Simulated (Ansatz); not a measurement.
# 1T-SrClI monolayer in a perpendicular field, part 2 of 2

What dipole does a perpendicular field induce in the 1T-SrClI monolayer, and does the gap follow? A positive field points along +c.

Ansatz 0.2.0; plane-wave DFT, PBE-D3(BJ), Ansatz PAW.

So far, gap on the k-mesh (eV): step 2 (relaxation) 4.39.

## Step 3: Atoms held, field 0

A sawtooth potential applies the field, turning back in the middle of the vacuum. With the dipole correction the typed value is the field outside the slab. The induced dipole is small, so the SCF threshold is tight.

The cell differs from the one that the last finished run ended in (c 38.357 → 21.251 Å).

Input file input.yaml:

```yaml
crystal:
  lattice:
    - [4.5405865945, 0.0, 0.0]
    - [-2.2702932972, 3.9322633389, 0.0]
    - [0.0, 0.0, 21.2514632457]
  atoms:
    - { symbol: I, position: [0.6666666667, 0.3333333333, 0.4235002501] }
    - { symbol: Sr, position: [0.0, 0.0, 0.514622481] }
    - { symbol: Cl, position: [0.3333333333, 0.6666666667, 0.5764997499] }
kpoints:
  mp_grid: { grid: [12, 12, 1] }
  band_path:
    path: [[0, 0, 0], [0.5, 0, 0], [0.33333333, 0.33333333, 0], [0, 0, 0]]
    npoints: 16
hamiltonian:
  xc: pbe
  dispersion: d3bj
scf:
  occupations: { method: fermi_dirac, width: 0.02585 }
  convergence: { dr2_threshold: 1.0e-10 }
efield:
  axis: 3
  dipole_correction: true
  ramp_position: 0.97
  ramp_width: 0.06
  amplitude: 0
output:
  dos: { projected: true, e_range: [-6, 5] }
  write_potential: true
  write_density: true
  volumetric_format: npy
  elf: true
```

Run with:

```
$ ansatz run input.yaml --threads 2 --pin off --max-ram 3072MiB --backend cpu --events-out ev --progress --plain --runs-dir out
```

Numbers of over 12 decimals in the logs are rounded to 6 here.

Output:

```text
[...]
Crystal: 3 atoms, lattice volume = 379.440 Å³
Basis set: ecut = 420 eV, 7469 PW (Γ)
Bands: 21, of which v1, the nominal top of the filled ones, is band 17 counted from 1 (16 counted from 0)
Symmetry: 6 space group operations
[...]
k-points: 19 of 144 (time reversal used)
[...]
SCF iter   1: F=—  HF=-12143.327909 eV  |F-HF|=—  |Δ(HF+E_count)|=         —  Δρ=3.95e-4  dr2=1.19e-3  ethr=1.77e-3  p=0.070 e·Å  D=3.36e-2 V/Å  ΔV_dip=-0.71 eV  dr2_dipole=3.67e-7  V_vac-E_F(+/−)=4.01/4.72 eV  ⟨swp⟩=15.2  Hψ=3503  notcnv=0
efield: sawtooth ramp at fractional position 0.9700 (set: `efield.ramp_position`, or a place that a band, a saddle search or an elastic batch's reference lends), width 0.0600; the density the first Hamiltonian is built on has a dipole p = 0.070 e·Å; the dipole correction subtracts the counter field D = 3.36e-2 V/Å, which shifts the + side's vacuum level by -0.71 eV against the − side's; the planar-averaged density in the ramp window peaks in size at 6.3e-6 e/Å³
[...]
SCF iter   2: F=—  HF=-12143.330652 eV  |F-HF|=—  |Δ(HF+E_count)|=   2.74e-3  Δρ=2.99e-4  dr2=8.74e-4  ethr=3.50e-6  p=0.070 e·Å  D=3.34e-2 V/Å  ΔV_dip=-0.71 eV  dr2_dipole=2.48e-5  V_vac-E_F(+/−)=4.04/4.75 eV  ⟨swp⟩=3.1  Hψ=1128  notcnv=0
[...]
SCF iter   9: F=-12143.330912 eV  HF=-12143.330912 eV  |F-HF|=3.64e-11  |Δ(HF+E_count)|=  3.27e-10  Δρ=8.63e-8  dr2=3.11e-11  ethr=1.00e-12  p=0.067 e·Å  D=3.21e-2 V/Å  ΔV_dip=-0.68 eV  dr2_dipole=4.90e-14  V_vac-E_F(+/−)=4.05/4.73 eV  ⟨swp⟩=3.7  Hψ=1700  notcnv=0
SCF 1 converged in 9 iterations: F = -12143.330912 eV  dr2 = 3.11e-11
[...]
NSCF: frozen V_eff on 49 k-points
efield: sawtooth ramp at fractional position 0.9700 (kept from the solve that this one continues, or follows in the run), width 0.0600; the density the first Hamiltonian is built on has a dipole p = 0.067 e·Å; the dipole correction subtracts the counter field D = 3.21e-2 V/Å, which shifts the + side's vacuum level by -0.68 eV against the − side's; the planar-averaged density in the ramp window peaks in size at 3.9e-6 e/Å³
[...]
SCF converged after 9 iterations
Free energy (F): -12143.330912 eV
[...]
Internal energy: -12143.330912 eV  (E = F + TS)
E sigma→0 (E₀):  -12143.330912 eV
Fermi energy:    -1.400870 eV
Dipole field:    D = 0.032079 V/Å  (p = 0.067266 e·Å, saw-weighted, corrected)
Work function:   Φ+ = 4.0527 eV   Φ− = 4.7344 eV
Levels:          The Fermi level and band energies are counted from a zero that moves with the ramp; work functions are not
[...]
--- Band table (eV; the first three rows and the last of 19) ---
  k-point 0: bands = [... 13 lower, -5.8526, -4.3057, -3.6039, -3.6039, 0.7902, 1.7113, 1.7113, 1.8143]
  k-point 1: bands = [... 13 lower, -5.8477, -4.2855, -3.7287, -3.6325, 0.9198, 1.5652, 1.7935, 1.9781]
  k-point 2: bands = [... 13 lower, -5.8350, -4.2693, -4.0021, -3.7069, 1.1478, 1.4630, 2.0204, 2.1507]
  k-point 18: bands = [... 13 lower, -5.6426, -4.6229, -4.5115, -4.2270, 1.6764, 1.9645, 2.3634, 3.2169]
```

Wall time 24 s (2 threads of Intel Xeon at 2.70GHz, shared host); peak memory 0.64 GiB; 46 s of CPU time.

Reading the cycles: dr2 is the Hartree energy of the density residual (eV), the measure of convergence; HF is the Harris–Foulkes estimate of the energy, which meets the free energy F at convergence.

Numbers from this step:

| Quantity | Value |
| --- | --- |
| dipole along the normal | 0.06727 e·Å |
| gap along the path | 4.394 eV |
| smallest direct gap along the path | 4.394 eV |
| step between the vacuum levels | -0.6817 eV |
| ionisation energy, upper face | 6.256 eV |
| electron affinity, upper face | 1.862 eV |
| ionisation energy, lower face | 6.937 eV |
| gap, the smaller of path and mesh | 4.394 eV |

Running mean over a fixed 2.5 Å (it still follows the layers) of the planar mean; the ramp of the sawtooth is left out. The electron's electrostatic potential energy less the Fermi level by z:

```csv
z (Å),electron's electrostatic potential energy less the Fermi level (eV)
3.0,4.73
3.5,4.73
4.0,4.73
4.5,4.73
5.0,4.73
5.5,4.73
6.0,4.70
6.5,4.59
7.0,4.08
7.5,3.05
8.0,1.93
8.5,0.609
9.0,-0.641
9.5,-2.54
10.0,-4.74
10.5,-5.89
11.0,-6.46
11.5,-6.65
12.0,-4.95
12.5,-1.95
13.0,0.182
13.5,1.96
14.0,3.39
14.5,3.92
15.0,4.03
15.5,4.05
16.0,4.05
16.5,4.05
17.0,4.05
17.5,4.05
18.0,4.05
```

The density of states has structure finer than the step of the table below, so its rows give means over 0.2 eV, whole bins alone (the curve runs from -6 to 2.9 eV). Peaks (eV: height): -4.76: 15.2, -4.59: 10.5, -4.46: 25.3, -4.26: 14.7, -3.30: 8.24, -2.88: 9.92, -2.80: 24.2.

Table of density of states by energy, zero at the Fermi level of the run, which the smearing sets inside the gap; means over each step:

```csv
energy (eV),density of states (states/eV a cell)
-5.2,0
-5.0,0.0624
-4.8,7.47
-4.6,4.74
-4.4,13.9
-4.2,3.62
-4.0,0
-3.8,0
-3.6,0
-3.4,3.71
-3.2,3.27
-3.0,2.83
-2.8,11.0
-2.6,5.14
-2.4,3.02
-2.2,0.946
-2.0,0
-1.8,0
-1.6,0
-1.4,0
-1.2,0
-1.0,0
-0.8,0
-0.6,0
-0.4,0
-0.2,0
0.0,0
0.2,0
0.4,0
0.6,0
0.8,0
1.0,0
1.2,0
1.4,0
1.6,0
1.8,0
2.0,0
2.2,0.762
2.4,3.02
2.6,4.20
2.8,2.06
```

Projected DOS per atom over height of the atomic layer and energy from the Fermi level. Layers: I Sr Cl from below.

Ten even steps from '_' (0.0 states/eV) to '@' (8.5 states/eV), each cell a mean:
```
______
______
______
______
______
______
______
______
______
______
______
______
______
++____
**____
--____
______
____--
____@@
____..
______
______
```
Columns: height of the atomic layer (Å) from 9 to 12.3 (not evenly spaced); rows upwards: energy from the Fermi level (eV) from -5.96 to 2.86.

The electronic bands at the labelled points (eV, zero at the Fermi level of the run, which the smearing sets inside the gap):

```csv
point,band 14,band 15,band 16,band 17,band 18,band 19,band 20,band 21
Γ,-4.45,-2.90,-2.20,-2.20,2.19,3.11,3.11,3.22
halfway,-4.41,-3.03,-2.74,-2.40,2.50,3.08,3.65,3.74
M,-4.28,-3.44,-2.80,-2.56,2.22,3.89,4.20,4.45
halfway,-4.26,-3.36,-2.85,-2.77,2.58,3.63,4.02,4.66
K,-4.24,-3.22,-3.11,-2.83,3.08,3.37,3.76,4.62
halfway,-4.36,-3.10,-2.74,-2.54,2.72,3.13,3.40,3.98
Γ,-4.45,-2.90,-2.20,-2.20,2.19,3.11,3.11,3.22
```

ELF in the ca plane at fractional y = 0.000, with atoms of Sr within 0.2 Å of it. It is the smooth field of the valence electrons, not physical close to the nuclei.

Ten even steps from '0' (0.00) to '9' (0.86), each cell a mean:
```
00000000000000000498469710000000000000000000
00000000000001110179998300000000000000000000
00000000000123443125652001100000000000000000
00000000001356787410001244321000000000000000
00000000013578888741013676531000000000000000
00000000013678888851015787642100000000000000
00000000013578888851014777642000000000000000
00000000012467888620002466431000000000000000
00000000001245665212321122210000000000000000
00000000000012221148996100000000000000000000
00000000000000000389899610000000000000000000
00000000000000000597149820000000000000000000
```
Columns run along c (16.0 Å, from fractional 0.17 to 0.92 of the cell), rows up along a (4.5 Å). Atoms in or near the plane, at fractional coordinates: Sr at (0.51, 0.00).

Electrostatic potential energy in the ca plane at fractional y = 0.000, with atoms of Sr within 0.2 Å of it. With pseudopotentials it is smooth inside the atoms' cores, unlike the true potential.

Values in eV, 7 rows by 16 columns, each cell a mean:
```
  3   3   3   3   3   3   3  -1 -22 -28  -7   1   2   3   3   3
  3   3   3   3   3   3   2   0  -7 -12  -2   2   3   3   3   3
  3   3   3   3   3   3   1  -1   0  -1   1   2   3   3   3   3
  3   3   3   3   3   3   1  -2   1   1   1   2   3   3   3   3
  3   3   3   3   3   3   2   0  -2  -3   0   2   3   3   3   3
  3   3   3   3   3   3   2   0 -12 -18  -3   2   3   3   3   3
  3   3   3   3   3   3   3  -1 -23 -29  -8   1   2   3   3   3
```
Columns run along c (16.0 Å, from fractional 0.09 to 0.85 of the cell; values clipped at the 3rd and 97th percentile), rows up along a (4.5 Å). Atoms in or near the plane, at fractional coordinates: Sr at (0.51, 0.00).

Valence density in the ca plane at fractional y = 0.000, with atoms of Sr within 0.2 Å of it. It is the smooth field of the valence electrons, not physical close to the nuclei.

Ten steps, logarithmic in the rise over the least value, from '0' (0.0 e/Å³) to '9' (2.6 e/Å³), each cell a mean:
```
00000000000000112589999631000000000000000000
00000000000001122468997421000000000000000000
00000000000012233345664321100000000000000000
00000000000123333333333322110000000000000000
00000000000123444332223333210000000000000000
00000000000134454432223443210000000000000000
00000000000124454432223443210000000000000000
00000000000123444332223332210000000000000000
00000000000112333334443322100000000000000000
00000000000011222357876321000000000000000000
00000000000001112479998521000000000000000000
00000000000000112589999631000000000000000000
```
Columns run along c (16.0 Å, from fractional 0.17 to 0.92 of the cell), rows up along a (4.5 Å). Atoms in or near the plane, at fractional coordinates: Sr at (0.51, 0.00).

The gap is 4.39 eV, with the valence edge 6.26 eV and the conduction edge 1.86 eV under the upper vacuum level. Spin-orbit coupling, left out in this run, matters for the bands of elements this heavy.

## Step 4: Atoms held, field 0.1 V/Å

input.yaml: that of step 3 with these lines changed.

```diff
@@ -25,5 +25,4 @@
   ramp_width: 0.06
-  amplitude: 0
+  amplitude: 0.1
 output:
-  dos: { projected: true, e_range: [-6, 5] }
   write_potential: true
@@ -31,2 +30 @@
   volumetric_format: npy
-  elf: true
```

Output:

```text
[...]
Crystal: 3 atoms, lattice volume = 379.440 Å³
Basis set: ecut = 420 eV, 7469 PW (Γ)
Bands: 21, of which v1, the nominal top of the filled ones, is band 17 counted from 1 (16 counted from 0)
Symmetry: 6 space group operations
[...]
k-points: 19 of 144 (time reversal used)
[...]
--- Band table (eV; the first three rows and the last of 19) ---
  k-point 0: bands = [... 13 lower, -5.8283, -4.3480, -3.6538, -3.6538, 0.8169, 1.6996, 1.6996, 1.7875]
  k-point 1: bands = [... 13 lower, -5.8232, -4.3285, -3.7783, -3.6825, 0.9523, 1.5503, 1.7820, 1.9584]
  k-point 2: bands = [... 13 lower, -5.8099, -4.3168, -4.0490, -3.7573, 1.1668, 1.4816, 2.0092, 2.1227]
  k-point 18: bands = [... 13 lower, -5.6187, -4.6681, -4.5608, -4.2822, 1.6709, 1.9702, 2.3435, 3.1886]
[key lines of the parts left out:]
SCF converged after 11 iterations
Free energy (F): -12143.339766 eV
Fermi energy:    -1.427458 eV
Dipole field:    D = 0.052368 V/Å  (p = 0.109811 e·Å, saw-weighted, corrected)
```

Run time: 30 s. Hardware: 2 threads; peak memory 0.6 GiB; 59 s of CPU time.

The dipole is 0.110 e·Å, 0.0425 e·Å from its value without field, and the gap 4.457 eV.

## Step 5: Single point, field -0.1 V/Å

input.yaml: that of step 4 with these lines changed.

```diff
@@ -25,3 +25,3 @@
   ramp_width: 0.06
-  amplitude: 0.1
+  amplitude: -0.1
 output:
```

Output:

```text
[...]
Crystal: 3 atoms, lattice volume = 379.440 Å³
Basis set: ecut = 420 eV, 7469 PW (Γ)
Bands: 21, of which v1, the nominal top of the filled ones, is band 17 counted from 1 (16 counted from 0)
Symmetry: 6 space group operations
[...]
k-points: 19 of 144 (time reversal used)
[...]
--- Band table (eV; the first three rows and the last of 19) ---
  k-point 0: bands = [... 13 lower, -5.8779, -4.2636, -3.5550, -3.5550, 0.7500, 1.7219, 1.7219, 1.8333]
  k-point 1: bands = [... 13 lower, -5.8732, -4.2426, -3.6799, -3.5834, 0.8734, 1.5779, 1.8041, 1.9863]
  k-point 2: bands = [... 13 lower, -5.8610, -4.2224, -3.9558, -3.6573, 1.1127, 1.4433, 2.0306, 2.1659]
  k-point 18: bands = [... 13 lower, -5.6683, -4.5777, -4.4628, -4.1729, 1.6804, 1.9559, 2.3818, 3.2416]
[key lines of the parts left out:]
SCF converged after 11 iterations
Free energy (F): -12143.326313 eV
Fermi energy:    -1.386692 eV
Dipole field:    D = 0.011789 V/Å  (p = 0.024720 e·Å, saw-weighted, corrected)
```

Wall time 27 s (2 threads); peak memory 0.6 GiB; 53 s of CPU time.

The dipole is 0.0247 e·Å, -0.0425 e·Å from its value without field, and the gap 4.305 eV.

## Step 6: Response, atoms held

This step: plane-wave DFT, PBE-D3(BJ), Ansatz PAW; response to a field along the normal, atoms held (Ansatz 0.2.0).

The dipoles give the slope, and the difference of two potentials shows where the field is screened.

This step gave:

```yaml
equivalent_conductor_thickness_p_eps_0ae: 4.312 Å
distance_between_the_outer_atoms: 3.251 Å
```

Dipole of the cell against applied field:

```csv
applied field (V/Å),dipole of the cell (e·Å)
-0.1000,0.0247
0.0000,0.0673
0.1000,0.110
```

Local field over the applied field, running mean. From the potentials at -0.1 and 0.1 V/Å; running mean over 2.5 Å. The local field over applied field by z:

z (Å), local field over applied field and a bar from the least value:
```
      4.5      0.999 ##############################
      5.0      0.996 ##############################
      5.5      0.988 ##############################
      6.0      0.965 #############################
      6.5      0.909 ###########################
      7.0      0.798 ######################
      7.5      0.645 #################
      8.0      0.477 ###########
      8.5      0.325 #####
      9.0      0.221 #
      9.5      0.194 
     10.0      0.215 #
     10.5      0.249 ##
     11.0      0.282 ###
     11.5      0.313 ####
     12.0      0.359 ######
     12.5      0.446 #########
     13.0      0.570 ##############
     13.5      0.706 ###################
     14.0      0.833 ########################
     14.5      0.926 ###########################
     15.0      0.973 #############################
     15.5      0.991 ##############################
     16.0      0.997 ##############################
     16.5      0.999 ##############################
     17.0      1.000 ##############################
```

Electrons, planar mean, per unit field. Table of induced electron density by z:

```csv
z (Å),induced electron density (e/Å³ per V/Å)
4.13,1.6e-6
4.43,3.5e-6
4.87,1.1e-5
5.17,2.2e-5
5.61,6.4e-5
5.90,1.3e-4
6.20,2.4e-4
6.64,6.1e-4
6.94,0.00108
7.23,0.00179
7.67,0.00307
7.97,0.00335
8.41,0.00179
8.71,0.00130
9.00,5.4e-4
9.45,-3.3e-4
9.74,-7.9e-4
10.04,-0.00146
10.48,-9.0e-4
10.77,-2.1e-4
11.22,6.2e-4
11.51,4.8e-4
11.81,-1.2e-4
12.25,-6.7e-4
12.54,-0.00133
12.84,-0.00232
13.28,-0.00274
13.58,-0.00201
14.02,-9.6e-4
14.32,-5.3e-4
14.61,-2.8e-4
15.05,-1.0e-4
15.35,-5.1e-5
15.64,-2.5e-5
16.09,-7.9e-6
16.38,-3.7e-6
16.82,-1.2e-6
17.12,-5.4e-7
```

The smaller of the gaps on the path and on the k-mesh, counted as 0 under 0.03 eV; in a wide-gap layer a fall can come from a state in the tilted vacuum. Gap against applied field:

```csv
applied field (V/Å),gap (eV)
-0.1000,4.30
0.0000,4.39
0.1000,4.46
```

By hand: between -0.1 and 0.1 V/Å the dipole changes by 0.08509 e·Å, a slope of 0.4255 e·Å²/V. A perfect conductor of thickness t has p = ε₀AEt, so t = 180.95 × 0.4255 / 17.855 = 4.31 Å (e/ε₀ = 180.95 V·Å, A in Å²).

The induced dipole is that of a conductor 4.31 Å thick.

## Step 7: Results

- gap without field: 4.39 eV
- ionisation energy, upper face: 6.26 eV
- electron affinity, upper face: 1.86 eV
- step between the vacuum levels: -0.682 eV
- equivalent conductor thickness, atoms held: 4.31 Å

In words: The induced dipole equals that of a perfect conductor 4.31 Å thick, while the outer atoms lie 3.25 Å apart; an out-of-plane ε follows only once a thickness t is chosen, by 1 − 1/ε = 4.31 Å / t. The two faces differ: the vacuum level above lies 0.68 eV lower than the one below. The gap goes from 4.39 eV to 4.30 eV at -0.1 V/Å. In a field the lowest empty level of a wide-gap layer can be a state in the vacuum, whose place depends on the cell. With the field reversed the gap is 4.46 eV at 0.1 V/Å. Semilocal functionals give gaps that are too small, and excitons are not included. Spin-orbit coupling is left out, which matters for the bands of elements this heavy.

[Logs are printed without paths, hosts, clocks, repeated set-up lines and the standing remarks that a program may print on its own settings, such as how far it seeks lower states.]

[Hosts, paths, dates, database ids (printed as entryN), source tags and the programs' standing remarks are cut or masked in the printed files.]

[Maps of the electrostatic potential energy from Ansatz leave out the sawtooth potential of an applied field or a dipole correction, so their vacuum need not be flat; planar profiles and work functions include it.]

[The density of states shown here was stored with 400 of the rows of the run's finer table, so its peaks can read low, often by over a quarter, or be missed, and its means over a window can be off by a tenth or more.]
